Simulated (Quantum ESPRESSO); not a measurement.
**KF (Carobbiite): the LO frequency by hand**

Wanted: the LO mode of KF (Carobbiite) from the TO mode and the field response.

Main program and level: Quantum ESPRESSO 7.5; DFT PBE, scalar-relativistic, plane waves, GBRV ultrasoft pseudopotentials.

## 1. The relaxed structure

It takes space group Fm-3m (No. 225, cubic). The conventional cell has a = 5.413 Å, b = 5.413 Å, c = 5.413 Å, α = 90.00°, β = 90.00°, γ = 90.00°. Nearest to K lie 6 F at 2.71 Å. Nearest to F lie 6 K at 2.71 Å. Farther neighbours and most contacts between anions are not listed.

Structure file:

```
CELL_PARAMETERS angstrom
-2.70631 0.00000 2.70631
0.00000 2.70631 2.70631
-2.70631 2.70631 0.00000
ATOMIC_POSITIONS crystal
K 0.00000 0.00000 0.00000
F 0.50000 0.50000 0.50000
```

This is the cell after its relaxation at this level of theory, not the database cell from which that began.

## 2. What the response run gave

A linear-response run on the relaxed cell, with the response to an electric field; only its zone-centre results are used. Cutoff 55 Ry, k mesh 8×8×8.

The program printed:

```text
[banners, grids, parts of the stress and lines that vanish by symmetry left out]
Program PHONON v.7.5
     Reading xml data from directory:

[...]
Exchange-correlation= PBE
                           (   1   4   3   4   0   0   0)
[...]
kinetic-energy cut-off    =      55.0000  Ry
     charge density cut-off    =     440.0000  Ry
     convergence threshold     =      1.0E-18
[...]
Exchange-correlation= PBE
                           (   1   4   3   4   0   0   0)
[...]
q = (   0.0000000   0.0000000   0.0000000 )
     49 Sym.Ops. (with q -> -q+G )
     G cutoff =  583.0081  (  41655 G-vectors)     FFT grid: ( 50, 50, 50)
     G cutoff =  291.5040  (  14649 G-vectors)  smooth grid: ( 36, 36, 36)
     number of k points=    29
[...]
Mode symmetry, O_h (m-3m)  point group:
[...]
Dielectric constant
[...]
End of electric fields calculation
          Dielectric constant in cartesian axis
          (       1.955742201       0.000000000       0.000000000 )
          (      -0.000000000       1.955742201      -0.000000000 )
          (       0.000000000      -0.000000000       1.955742201 )
          Effective charges (d Force / dE) in cartesian axis without acoustic sum rule applied (asr)
           atom    1  K     Mean Z*:        1.13306
      Ex  (        1.13306        0.00000        0.00000 )
      Ey  (        0.00000        1.13306       -0.00000 )
      Ez  (        0.00000       -0.00000        1.13306 )
           atom    2  F     Mean Z*:       -1.13082
      Ex  (       -1.13082       -0.00000       -0.00000 )
      Ey  (       -0.00000       -1.13082        0.00000 )
      Ez  (       -0.00000        0.00000       -1.13082 )
          Effective charges Sum: Mean:        0.00224
[...]
Effective charges (d Force / dE) in cartesian axis with asr applied:
           atom    1  K     Mean Z*:        1.13194
[...]
atom    2  F     Mean Z*:       -1.13194
[...]
Representation #   1 modes #   1   2   3
[...]
End of self-consistent calculation
     Convergence has been achieved
     Representation #   2 modes #   4   5   6
[...]
End of self-consistent calculation
     Convergence has been achieved
[...]
Dielectric constant in cartesian axis
          (       1.955742201       0.000000000       0.000000000 )
          (      -0.000000000       1.955742201      -0.000000000 )
          (       0.000000000      -0.000000000       1.955742201 )
          Effective charges (d Force / dE) in cartesian axis without acoustic sum rule applied (asr)
           atom    1  K     Mean Z*:        1.13306
      Ex  (        1.13306        0.00000        0.00000 )
      Ey  (        0.00000        1.13306       -0.00000 )
      Ez  (        0.00000       -0.00000        1.13306 )
           atom    2  F     Mean Z*:       -1.13082
      Ex  (       -1.13082       -0.00000       -0.00000 )
      Ey  (       -0.00000       -1.13082        0.00000 )
      Ez  (       -0.00000        0.00000       -1.13082 )
          Effective charges Sum: Mean:        0.00224
[...]
Effective charges (d Force / dE) in cartesian axis with asr applied:
           atom    1  K     Mean Z*:        1.13194
[...]
atom    2  F     Mean Z*:       -1.13194
[...]
q = (    0.000000000   0.000000000   0.000000000 )
[...]
freq (    1) =      -0.058575 [THz] =      -1.953844 [cm-1]
     freq (    2) =      -0.058575 [THz] =      -1.953844 [cm-1]
     freq (    3) =      -0.058575 [THz] =      -1.953844 [cm-1]
     freq (    4) =       4.995928 [THz] =     166.646229 [cm-1]
     freq (    5) =       4.995928 [THz] =     166.646229 [cm-1]
     freq (    6) =       4.995928 [THz] =     166.646229 [cm-1]
[...]
Mode symmetry, O_h (m-3m)  point group:
     freq (   1-   3) =         -2.0  [cm-1]   --> T_1u G_15  G_4- I
     freq (   4-   6) =        166.6  [cm-1]   --> T_1u G_15  G_4- I

   JOB DONE.
```

| quantity | value |
| --- | --- |
| cell volume Ω (Å³) | 39.642 |
| mass of K (u) | 39.098 |
| mass of F (u) | 18.998 |
| Born charge of K, raw (e) | 1.133 |
| Born charge of F, raw (e) | -1.131 |
| ε∞ | 1.956 |
| ω(TO) after the sum rule (cm⁻¹) | 166.7 |

## 3. The calculation

The charges must sum to zero over the cell; taking off their mean, 0.001 e, leaves Z* = 1.132 e on K. In the polar mode K moves against F, so the reduced mass is μ = 39.10 × 19.00 / 58.10 = 12.786 u.

A longitudinal wave builds up a field that adds to the restoring force: ω(LO)² = ω(TO)² + 4π Z*² / (μ Ω ε∞), in Hartree atomic units. With μ = 23307 electron masses and Ω = 267.52 bohr³ the second term is 1.3204e-06 Ha², or 63605 cm⁻² (1 Ha = 219474.6 cm⁻¹).

So ω(LO) = √(27776 + 63605) = 302.3 cm⁻¹, and by the Lyddane-Sachs-Teller relation ε₀ = ε∞ (ω(LO)/ω(TO))² = 6.43.

## 4. Check against the program

The analysis program adds the same non-analytic term to the full matrix, here for q along (1 0 0).

The program printed:

```text
[banner, memory and clock lines left out]
Program DYNMAT v.7.5

     Reading Dynamical Matrix from file g.dyn
     ...Force constants read
     ...epsilon and Z* read

     Polarizability (A^3 units)
     multiply by 0.758391 for Clausius-Mossotti correction
         3.015031   -0.000000    0.000000
         0.000000    3.015031   -0.000000
         0.000000   -0.000000    3.015031

     IR activities are in (D/A)^2/amu units

# mode   [cm-1]    [THz]      IR
    1     -0.00   -0.0000    0.0000
    2      0.00    0.0000    0.0000
    3      0.00    0.0000    0.0000
    4    166.66    4.9965    2.3120
    5    166.66    4.9965    2.3120
    6    302.29    9.0624    2.3120
```

ε₀ comes from the program's run without a direction of q.

| quantity | by hand | program |
| --- | --- | --- |
| ω(LO) (cm⁻¹) | 302.3 | 302.3 |
| ε₀ | 6.43 | 6.43 |

## 5. Outcome

```json
{"TO mode": "166.7 cm⁻¹", "LO mode": "302.3 cm⁻¹", "static dielectric constant": "6.434"}
```

**Reading.** The LO mode of KF (Carobbiite) lies at 302 cm⁻¹, 136 cm⁻¹ above the TO mode; the formula meets the program within 0.1 cm⁻¹, as it must for a cubic crystal with one polar mode. ω(LO)² − ω(TO)² goes with Z*²/ε∞: an error of 5 % in ε∞ would move the LO mode by 5.1 cm⁻¹, and semilocal functionals tend to overestimate ε∞. These are harmonic values at zero temperature, at the volume of this functional, for the structure held cubic; stability elsewhere in the zone is no part of this calculation.

[Host names and launcher messages were left out of these logs when they were recorded.]

[Logs are printed without paths, hosts, clocks, repeated set-up lines and the standing remarks that a program may print on its own settings, such as how far it seeks lower states.]

[Hosts, paths, dates, database ids (printed as entryN), source tags and the programs' standing remarks are cut or masked in the printed files.]
